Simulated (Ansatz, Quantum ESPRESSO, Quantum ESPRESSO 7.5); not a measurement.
# In2STe, 1 layer in an electric field

How does In2STe, 1 layer respond to a gate-like field without added charge?

Main program and level: Quantum ESPRESSO 7.5; plane-wave DFT, LDA, GBRV ultrasoft pseudopotentials (geometry and cross-check by Ansatz 0.2.0 with PAW datasets; geometry under PBE).

Most raw output is cut from this account.

## Step 1: The structure

The cell holds 4 atoms: 1 Te, 2 In and 1 S. Cell: a = 4.157 Å, b = 4.157 Å, c = 22.038 Å, α = 90.0°, β = 90.0°, γ = 120.0°. It derives from In2STe. Vacuum lies along c.

## Step 2: Relaxation with Ansatz

The geometry comes first, from a plane-wave PAW code, so that the later runs on this slab share one structure.

The input, input.yaml:

```yaml
crystal:
  lattice:
    - [4.1574, 0.0, 0.0]
    - [-2.0787, 3.6004140137, 0.0]
    - [0.0, 0.0, 22.0382444634]
  atoms:
    - { symbol: Te, position: [0.3333333333, 0.6666666667, 0.3856931533] }
    - { symbol: In, position: [0.0, 0.0, 0.4537199636] }
    - { symbol: In, position: [0.0, 0.0, 0.5825868524] }
    - { symbol: S, position: [0.3333333333, 0.6666666667, 0.6143068467] }
kpoints:
  mp_grid: { grid: [6, 6, 1] }
hamiltonian:
  xc: pbe
scf:
  occupations: { method: fermi_dirac, width: 0.05 }
  convergence: { dr2_threshold: 1.0e-08 }
efield:
  axis: 3
  dipole_correction: true
  ramp_position: 0.97
  ramp_width: 0.04
relax:
  f_tol: 0.01
  cell: { fix: [c, alpha, beta] }
output:
  write_potential: true
  write_density: true
  volumetric_format: npy
```

Started as:

```bash
> ansatz run input.yaml --threads 4 --pin off --max-ram 8192MiB --backend cpu --events-out ev --progress --plain --runs-dir out
```

The job ended after 14 s (4 threads of Arm Neoverse V1, shared host; peak memory 0.64 GiB).

Relaxation path:

```
step  energy less that of the first step (eV)  largest force component (eV/Å)  pressure (GPa)  volume (Å³)
   1                                   0.0000                          1.2355            1.04       329.88
   2                                  -0.2209                          0.1430            0.07       335.00
   3                                  -0.2233                          0.1673           -0.23       331.47
   4                                  -0.2283                          0.0107           -0.04       331.79
   5                                  -0.2285                          0.0067           -0.01       331.13
  6*                                  -0.2286                          0.0067           -0.01       331.13
```

Relaxation steps marked * repeat the geometry before them on a plane-wave basis chosen anew for their cell, so energy and pressure can jump there.

```csv
cell as run,before,after,change
a (Å),4.157,4.165,+0.2 %
b (Å),4.157,4.165,+0.2 %
```

The atoms that moved most (Å, along periodic axes as changes of fractional coordinates times the final cell, across vacuum about the mean position):

```
atom     dx     dy      dz  length
  S4  0.000  0.000   0.241   0.241
 In3  0.000  0.000  -0.091   0.091
 In2  0.000  0.000  -0.077   0.077
 Te1  0.000  0.000  -0.073   0.073
```

The relaxed structure:

```xyz
4
Lattice="4.1653 0.0000 0.0000 -2.0826 3.6072 0.0000 0.0000 0.0000 22.0382" Properties=species:S:1:pos:R:3
Te    0.0000    2.4048    8.4273
In    0.0000    0.0000    9.9227
In    0.0000    0.0000   12.7477
S     0.0000    2.4048   13.7790
```

This step gave:

| Item | Value |
| --- | --- |
| free energy | -19079.2734 eV |
| Fermi energy | -0.5462 eV |
| gap by band count | 0.8966 eV |
| symmetry operations | 6 |
| dipole along the normal | -0.04319 e·Å |
| vacuum level at the upper face over a Fermi level inside the gap | 5.295 eV |
| vacuum level at the lower face over a Fermi level inside the gap | 4.775 eV |

## Step 3: Self-consistent run: no field

The zero-field run is the reference. tefield and dipfield are on already, so that all runs share k-points and boundary.

Level of this step: plane-wave DFT, LDA, GBRV ultrasoft pseudopotentials (Quantum ESPRESSO 7.5).

The input, f0.in:

```
&control
  prefix = 'f0'
  outdir = './out'
  pseudo_dir = './pseudo'
  calculation = 'scf'
  tprnfor = .true.
  tefield = .true.
  dipfield = .true.
/
&system
  ibrav = 0
  nat = 4
  ntyp = 3
  ecutwfc = 40
  ecutrho = 200
  occupations = 'smearing'
  smearing = 'fd'
  degauss = 0.004
  edir = 3
  emaxpos = 0.97
  eopreg = 0.04
  eamp = 0.0
/
&electrons
  conv_thr = 1e-09
  mixing_beta = 0.4
  electron_maxstep = 120
  mixing_mode = 'plain'
/
ATOMIC_SPECIES
  Te  127.6000  te_lda_v1.uspp.F.UPF
  In  114.8180  in_lda_v1.4.uspp.F.UPF
  S   32.0600  s_lda_v1.4.uspp.F.UPF
CELL_PARAMETERS angstrom
  4.16529090455696 0.00000000000000 0.00000000000000
  -2.08264545227848 3.60724773749859 0.00000000000000
  0.00000000000000 0.00000000000000 22.03824446340000
ATOMIC_POSITIONS crystal
  Te  0.333333333333 0.666666666667 0.382392314152
  In  0.000000000000 -0.000000000000 0.450247928232
  In  -0.000000000000 -0.000000000000 0.578436237066
  S   0.333333333333 0.666666666667 0.625230336551
K_POINTS automatic
  6 6 1 0 0 0
```

Started as:

```bash
> OMP_NUM_THREADS=1 mpirun -n 4 pw.x -nk 2 -in f0.in > f0.out
```

The job ended after 36 s (4 MPI ranks; peak memory 0.57 GiB; 2.4 min of CPU time).

This step gave:

```
free energy                          : -4312.1553 eV
Fermi energy                         : -1.156 eV
dipole along the normal              : -0.04360 e·Å
valence top, on the run's zero       : -1.543 eV
conduction bottom, on the run's zero : -0.8078 eV
gap by band count                    : 0.7351 eV
```

The program's own clock; routines nest. Time by routine:

```csv
routine,wall time (s),calls
PWSCF,35.33,1
electrons,33.5,1
c_bands,23.04,15
cegterg,21.13,150
h_psi,14.96,698
fftw,11.8,22400
vloc_psi,11.54,698
sum_band,6.78,15
newd,3.56,16
calbec,2.43,888
h_psi:calbec,1.69,698
add_vuspsi,1.65,698
s_psi,1.64,698
init_run,1.1,1
```

The run needed 15 iterations to bring the estimated error under 1e-09 Ry; the largest force on any atom, held or free, is 0.50 eV/Å.

## Step 4: Potential by pp.x

The vacuum level is read from the electrostatic potential (plot_num = 11), averaged over planes.

The input, f0.pot.in:

```
&inputpp
  prefix = 'f0'
  outdir = './out'
  filplot = 'f0.pot.dat'
  plot_num = 11
/
```

Started as:

```bash
> OMP_NUM_THREADS=1 mpirun -n 4 pp.x -in f0.pot.in > f0.pot.out
```

It took 1.2 s on 4 MPI ranks; peak memory 0.12 GiB; 4.6 s of CPU time.

Read from the output:

```
slope of the potential above                                          : 3.04e-5 eV/Å
upper vacuum line continued to the top atoms, over the valence top    : 5.982 eV
slope of the potential below                                          : -5.11e-5 eV/Å
lower vacuum line continued to the bottom atoms, over the valence top : 5.457 eV
vacuum level at the upper face over the valence top of the mesh       : 5.983 eV
vacuum level at the lower face over the valence top of the mesh       : 5.458 eV
```

The vacuum is flat to 0.1 meV/Å, so its level is well defined. Inside the slab the curve depends on the local part of the pseudopotentials; only the vacuum level has a meaning of its own.

## Step 5: Bands along a path: no field

The density is frozen and the levels are solved along a path.

f0.bands.in is the input of step 3 with these lines changed:

```diff
@@ -1,7 +1,6 @@
 &control
-  prefix = 'f0'
+  prefix = 'f0.bands'
   outdir = './out'
   pseudo_dir = './pseudo'
-  calculation = 'scf'
-  tprnfor = .true.
+  calculation = 'bands'
   tefield = .true.
@@ -22,8 +21,9 @@
   eamp = 0.0
+  nbnd = 25
 /
 &electrons
-  conv_thr = 1e-09
+  conv_thr = 1e-07
   mixing_beta = 0.4
   electron_maxstep = 120
-  mixing_mode = 'plain'
+  mixing_mode = 'local-TF'
 /
@@ -42,3 +42,7 @@
   S   0.333333333333 0.666666666667 0.625230336551
-K_POINTS automatic
-  6 6 1 0 0 0
+K_POINTS crystal_b
+4
+  0.0000000000 0.0000000000 0.0000000000 14
+  0.5000000000 0.0000000000 0.0000000000 14
+  0.3333333333 0.3333333333 0.0000000000 14
+  0.0000000000 0.0000000000 0.0000000000 1
```

Started as:

```bash
> cp -r out/f0.save out/f0.bands.save
> cp out/f0.xml out/f0.bands.xml
> OMP_NUM_THREADS=1 mpirun -n 4 pw.x -nk 4 -in f0.bands.in > f0.bands.out
```

The job ended after 49 s (4 MPI ranks; peak memory 0.43 GiB).

Numbers from this step:

```
conduction bottom, on the run's zero : -0.8077 eV
gap by band count                    : 0.7354 eV
```

Band numbers count within the set of bands kept for display. The electronic bands at the labelled points (eV, zero at the highest filled level of the SCF mesh; v1 is the highest filled band, c1 the lowest empty one):

```
  point     v4     v3     v2     v1    c1    c2    c3    c4
      Γ  -1.60  -0.47   0.00   0.00  0.74  2.54  4.12  4.12
halfway  -2.05  -1.91  -0.67  -0.40  1.78  2.40  3.90  4.41
      M  -2.42  -1.74  -1.22  -1.17  1.39  1.99  3.45  3.97
halfway  -2.47  -2.06  -1.52  -1.24  1.88  2.48  3.65  4.08
      K  -2.88  -1.98  -1.43  -1.42  2.15  2.30  3.71  4.57
halfway  -2.41  -1.86  -1.32  -0.44  2.15  2.81  3.73  4.13
      Γ  -1.60  -0.47   0.00   0.00  0.74  2.54  4.12  4.12
```

Along this path the valence top lies at Γ and the conduction bottom at Γ.

## Step 6: Ground state: field 0.1 V/Å

eamp is the field in Hartree atomic units (1 a.u. = 51.42 V/Å). With dipfield on, it is the field in the vacuum beside an isolated sheet. The run starts from the density of the one before.

f1.in is the input of step 3 with these lines changed:

```diff
@@ -1,3 +1,3 @@
 &control
-  prefix = 'f0'
+  prefix = 'f1'
   outdir = './out'
@@ -21,3 +21,3 @@
   eopreg = 0.04
-  eamp = 0.0
+  eamp = 0.00194469
 /
@@ -28,2 +28,3 @@
   mixing_mode = 'plain'
+  startingpot = 'file'
 /
```

Started as:

```bash
> cp -r out/f0.save out/f1.save
> OMP_NUM_THREADS=1 mpirun -n 4 pw.x -nk 2 -in f1.in > f1.out
```

The job ended after 28 s (4 MPI ranks; peak memory 0.65 GiB).

This step gave:

```
free energy                          : -4312.1540 eV
Fermi energy                         : -1.155 eV
dipole along the normal              : 0.01770 e·Å
valence top, on the run's zero       : -1.549 eV
conduction bottom, on the run's zero : -0.7994 eV
gap by band count                    : 0.7491 eV
```

The dipole goes from -0.0436 to 0.0177 e Å, 0.6129 e Å per V/Å.

## Step 7: Potential by pp.x

The input, f1.pot.in:

```
&inputpp
  prefix = 'f1'
  outdir = './out'
  filplot = 'f1.pot.dat'
  plot_num = 11
/
```

Started as:

```bash
> OMP_NUM_THREADS=1 mpirun -n 4 pp.x -in f1.pot.in > f1.pot.out
```

The job ended after 1.2 s (4 MPI ranks; peak memory 0.12 GiB; 4.7 s of CPU time).

Numbers from this step:

```
slope of the potential above                                          : 0.1000 eV/Å
upper vacuum line continued to the top atoms, over the valence top    : 5.913 eV
slope of the potential below                                          : 0.09994 eV/Å
lower vacuum line continued to the bottom atoms, over the valence top : 5.591 eV
```

The slope in the vacuum is 0.100 eV/Å for an applied 0.10 V/Å, as it should be.

## Step 8: Ground state: field 0.2 V/Å

f2.in is the input of step 6 with these lines changed:

```diff
@@ -1,3 +1,3 @@
 &control
-  prefix = 'f1'
+  prefix = 'f2'
   outdir = './out'
@@ -21,3 +21,3 @@
   eopreg = 0.04
-  eamp = 0.00194469
+  eamp = 0.00388938
 /
```

Started as:

```bash
> cp -r out/f0.save out/f2.save
> OMP_NUM_THREADS=1 mpirun -n 4 pw.x -nk 2 -in f2.in > f2.out
```

The job ended after 33 s (4 MPI ranks; peak memory 0.66 GiB).

Read from the output:

```
free energy                          : -4312.1588 eV
Fermi energy                         : -1.154 eV
dipole along the normal              : 0.07909 e·Å
valence top, on the run's zero       : -1.555 eV
conduction bottom, on the run's zero : -0.7920 eV
gap by band count                    : 0.7633 eV
```

The dipole goes from -0.0436 to 0.0791 e Å, 0.6134 e Å per V/Å.

## Step 9: Potential by pp.x

The input, f2.pot.in:

```
&inputpp
  prefix = 'f2'
  outdir = './out'
  filplot = 'f2.pot.dat'
  plot_num = 11
/
```

Started as:

```bash
> OMP_NUM_THREADS=1 mpirun -n 4 pp.x -in f2.pot.in > f2.pot.out
```

It took 1.2 s on 4 MPI ranks; peak memory 0.12 GiB; 4.7 s of CPU time.

Read from the output:

| Property | Result |
| --- | --- |
| slope of the potential above | 0.2000 eV/Å |
| upper vacuum line continued to the top atoms, over the valence top | 5.845 eV |
| slope of the potential below | 0.1999 eV/Å |
| lower vacuum line continued to the bottom atoms, over the valence top | 5.727 eV |

The slope in the vacuum is 0.200 eV/Å for an applied 0.20 V/Å, as it should be.

## Step 10: Band structure: field 0.2 V/Å

f2.bands.in is the input of step 5 with these lines changed:

```diff
@@ -1,3 +1,3 @@
 &control
-  prefix = 'f0.bands'
+  prefix = 'f2.bands'
   outdir = './out'
@@ -20,3 +20,3 @@
   eopreg = 0.04
-  eamp = 0.0
+  eamp = 0.00388938
   nbnd = 25
```

Started as:

```bash
> cp -r out/f2.save out/f2.bands.save
> cp out/f2.xml out/f2.bands.xml
> OMP_NUM_THREADS=1 mpirun -n 4 pw.x -nk 4 -in f2.bands.in > f2.bands.out
```

The job ended after 50 s (4 MPI ranks; peak memory 0.43 GiB; 3.3 min of CPU time).

This step gave:

| Quantity | Value |
| --- | --- |
| gap by band count | 0.7632 eV |

Band numbers count within the set of bands kept for display. Electronic bands along the path, in eV, zero at the highest filled level of the SCF mesh; v1 is the highest filled band, c1 the lowest empty one:

```
  point     v4     v3     v2     v1    c1    c2    c3    c4
      Γ  -1.54  -0.42   0.00   0.00  0.76  2.55  4.15  4.15
halfway  -1.99  -1.89  -0.67  -0.37  1.83  2.41  3.93  4.42
      M  -2.36  -1.70  -1.20  -1.17  1.43  2.01  3.46  4.00
halfway  -2.45  -2.02  -1.50  -1.22  1.91  2.50  3.68  4.10
      K  -2.88  -1.93  -1.42  -1.40  2.16  2.33  3.73  4.59
halfway  -2.35  -1.84  -1.31  -0.41  2.19  2.83  3.75  4.14
      Γ  -1.54  -0.42   0.00   0.00  0.76  2.55  4.15  4.15
```

Upper empty bands that drop with the field can be states of the vacuum, held by the sawtooth; they depend on the cell's width.

Along this path the valence top lies at Γ and the conduction bottom at Γ.

## Step 11: Self-consistent run: field -0.2 V/Å

f3.in is the input of step 8 with these lines changed:

```diff
@@ -1,3 +1,3 @@
 &control
-  prefix = 'f2'
+  prefix = 'f3'
   outdir = './out'
@@ -21,3 +21,3 @@
   eopreg = 0.04
-  eamp = 0.00388938
+  eamp = -0.00388938
 /
```

Started as:

```bash
> cp -r out/f0.save out/f3.save
> OMP_NUM_THREADS=1 mpirun -n 4 pw.x -nk 2 -in f3.in > f3.out
```

Run time: 33 s. Hardware: 4 MPI ranks; peak memory 0.48 GiB.

Read from the output:

* free energy: -4312.1762 eV
* Fermi energy: -1.162 eV
* dipole along the normal: -0.1660 e·Å
* valence top, on the run's zero: -1.535 eV
* conduction bottom, on the run's zero: -0.8275 eV
* gap by band count: 0.7071 eV

The dipole goes from -0.0436 to -0.1660 e Å, 0.6120 e Å per V/Å.

## Step 12: Electrostatic potential

The input, f3.pot.in:

```
&inputpp
  prefix = 'f3'
  outdir = './out'
  filplot = 'f3.pot.dat'
  plot_num = 11
/
```

Started as:

```bash
> OMP_NUM_THREADS=1 mpirun -n 4 pp.x -in f3.pot.in > f3.pot.out
```

Run time: 1.2 s. Hardware: 4 MPI ranks; peak memory 0.12 GiB; 4.6 s of CPU time.

This step gave:

```
slope of the potential above                                          : -0.2000 eV/Å
upper vacuum line continued to the top atoms, over the valence top    : 6.124 eV
slope of the potential below                                          : -0.2000 eV/Å
lower vacuum line continued to the bottom atoms, over the valence top : 5.195 eV
```

The slope in the vacuum is -0.200 eV/Å for an applied -0.20 V/Å, as it should be.

Each curve counts from the valence top of its own run.

The potential energy (potential at 0 V/Å) oscillates, so the rows of the table below give means over windows of 1 Å about each position, cut where the curve ends. Its maxima inside the range that stand out by 2 % of the span (Å: eV): 8.4: 17.0, 11.4: 3.25. Its minima: 7.5: 2.61, 9.9: -8.38, 13.4: -9.02.

The runs together. The potential energy by z; means over each step:

```csv
z (Å),potential at 0 V/Å (eV),potential at 0.1 V/Å (eV),potential at 0.2 V/Å (eV),potential at -0.2 V/Å (eV)
0,5.49,4.89,4.29,6.70
1,5.46,4.85,4.24,6.68
2,5.46,4.95,4.44,6.48
3,5.46,5.05,4.64,6.28
4,5.46,5.15,4.84,6.08
5,5.45,5.24,5.04,5.88
6,5.38,5.27,5.16,5.62
7,4.30,4.26,4.23,4.37
8,10.5,10.5,10.5,10.5
9,4.56,4.56,4.56,4.55
10,-6.94,-6.93,-6.93,-6.94
11,1.51,1.52,1.53,1.48
12,-1.30,-1.28,-1.26,-1.33
13,-8.68,-8.66,-8.63,-8.73
14,-4.63,-4.59,-4.56,-4.70
15,4.81,4.88,4.95,4.66
16,5.93,6.08,6.24,5.62
17,5.98,6.23,6.49,5.48
18,5.98,6.34,6.69,5.28
19,5.98,6.44,6.89,5.08
20,5.98,6.54,7.09,4.88
21,5.98,6.61,7.25,4.71
```

## Step 13: Bands along a path: field -0.2 V/Å

f3.bands.in is the input of step 10 with these lines changed:

```diff
@@ -1,3 +1,3 @@
 &control
-  prefix = 'f2.bands'
+  prefix = 'f3.bands'
   outdir = './out'
@@ -20,3 +20,3 @@
   eopreg = 0.04
-  eamp = 0.00388938
+  eamp = -0.00388938
   nbnd = 25
```

Started as:

```bash
> cp -r out/f3.save out/f3.bands.save
> cp out/f3.xml out/f3.bands.xml
> OMP_NUM_THREADS=1 mpirun -n 4 pw.x -nk 4 -in f3.bands.in > f3.bands.out
```

Elapsed: 51 s, on 4 MPI ranks; peak memory 0.43 GiB; 3.4 min of CPU time.

Numbers from this step:

| Item | Value |
| --- | --- |
| conduction bottom, on the run's zero | -0.8274 eV |

Band numbers count within the set of bands kept for display. Electronic bands along the path, in eV, zero at the highest filled level of the SCF mesh; v1 is the highest filled band, c1 the lowest empty one:

```
  point     v4     v3     v2     v1    c1    c2    c3    c4
      Γ  -1.66  -0.52   0.00   0.00  0.71  2.54  4.09  4.09
halfway  -2.11  -1.92  -0.67  -0.44  1.74  2.39  3.87  4.39
      M  -2.48  -1.77  -1.24  -1.17  1.35  1.98  3.43  3.94
halfway  -2.49  -2.09  -1.54  -1.26  1.86  2.45  3.63  4.06
      K  -2.89  -2.03  -1.45  -1.44  2.13  2.28  3.69  4.54
halfway  -2.47  -1.87  -1.32  -0.47  2.11  2.78  3.70  4.12
      Γ  -1.66  -0.52   0.00   0.00  0.71  2.54  4.09  4.09
```

Upper empty bands that drop with the field can be states of the vacuum, held by the sawtooth; they depend on the cell's width.

Along this path the valence top lies at Γ and the conduction bottom at Γ.

## Step 14: Valence density

plot_num = 0 writes the valence density.

The input, f0.rho.in:

```
&inputpp
  prefix = 'f0'
  outdir = './out'
  filplot = 'f0.rho.dat'
  plot_num = 0
/
```

Started as:

```bash
> OMP_NUM_THREADS=1 mpirun -n 4 pp.x -in f0.rho.in > f0.rho.out
```

Wall time 1.2 s (4 MPI ranks); peak memory 0.12 GiB; 4.7 s of CPU time.

This step gave:

- electrons by integration: 38.00 e

Mean over planes. Valence density, planar mean against z:

z (Å), valence density, planar mean (e/Å³) and a bar:
```
        4      0.000 
        5      0.000 
        6      0.002 
        7      0.037 #
        8      0.180 #######
        9      0.269 ##########
       10      0.774 ##############################
       11      0.087 ###
       12      0.172 #######
       13      0.761 #############################
       14      0.269 ##########
       15      0.041 ##
       16      0.002 
       17      0.000 
       18      0.000
```

Valence density in the ca plane at fractional y = 0.667, with atoms of Te and S within 0.2 Å of it. It is the smooth field of the valence electrons, not physical close to the nuclei.

Ten even steps from '0' (0.00 × 1e-1 e/Å³) to '9' (9.86 × 1e-1 e/Å³), each cell a mean:
```
00000000000000000000111111100011111000000000
00000000000000000000011121100011211000000000
00000000000000000000111111100011111000000000
00000000000000000011222111000001122210000000
00000000000000000134443210000001235542000000
00000000000000001244344310000001379995100000
00000000000000001342224310000001498898200000
00000000000000001342224310000001498898200000
00000000000000001244334310000001379995100000
00000000000000000134443210000001245642000000
00000000000000000012222211000001122210000000
```
Columns run along c (16.0 Å, from fractional 0.05 to 0.78 of the cell), rows up along a (4.2 Å). Atoms in or near the plane, at fractional coordinates: Te at (0.38, 0.33), S at (0.63, 0.33).

The density integrates to 38.000 electrons, as the 38 of the input ask.

## Step 15: Density by pp.x

The input, f2.rho.in:

```
&inputpp
  prefix = 'f2'
  outdir = './out'
  filplot = 'f2.rho.dat'
  plot_num = 0
/
```

Started as:

```bash
> OMP_NUM_THREADS=1 mpirun -n 4 pp.x -in f2.rho.in > f2.rho.out
```

Wall time 1.2 s (4 MPI ranks); peak memory 0.12 GiB.

[end of part 1 of 2]

[Logs are printed without paths, hosts, clocks, repeated set-up lines and the standing remarks that a program may print on its own settings, such as how far it seeks lower states.]

[Hosts, paths, dates, database ids (printed as entryN), source tags and the programs' standing remarks are cut or masked in the printed files.]

[Maps of the electrostatic potential energy from Ansatz leave out the sawtooth potential of an applied field or a dipole correction, so their vacuum need not be flat; planar profiles and work functions include it.]
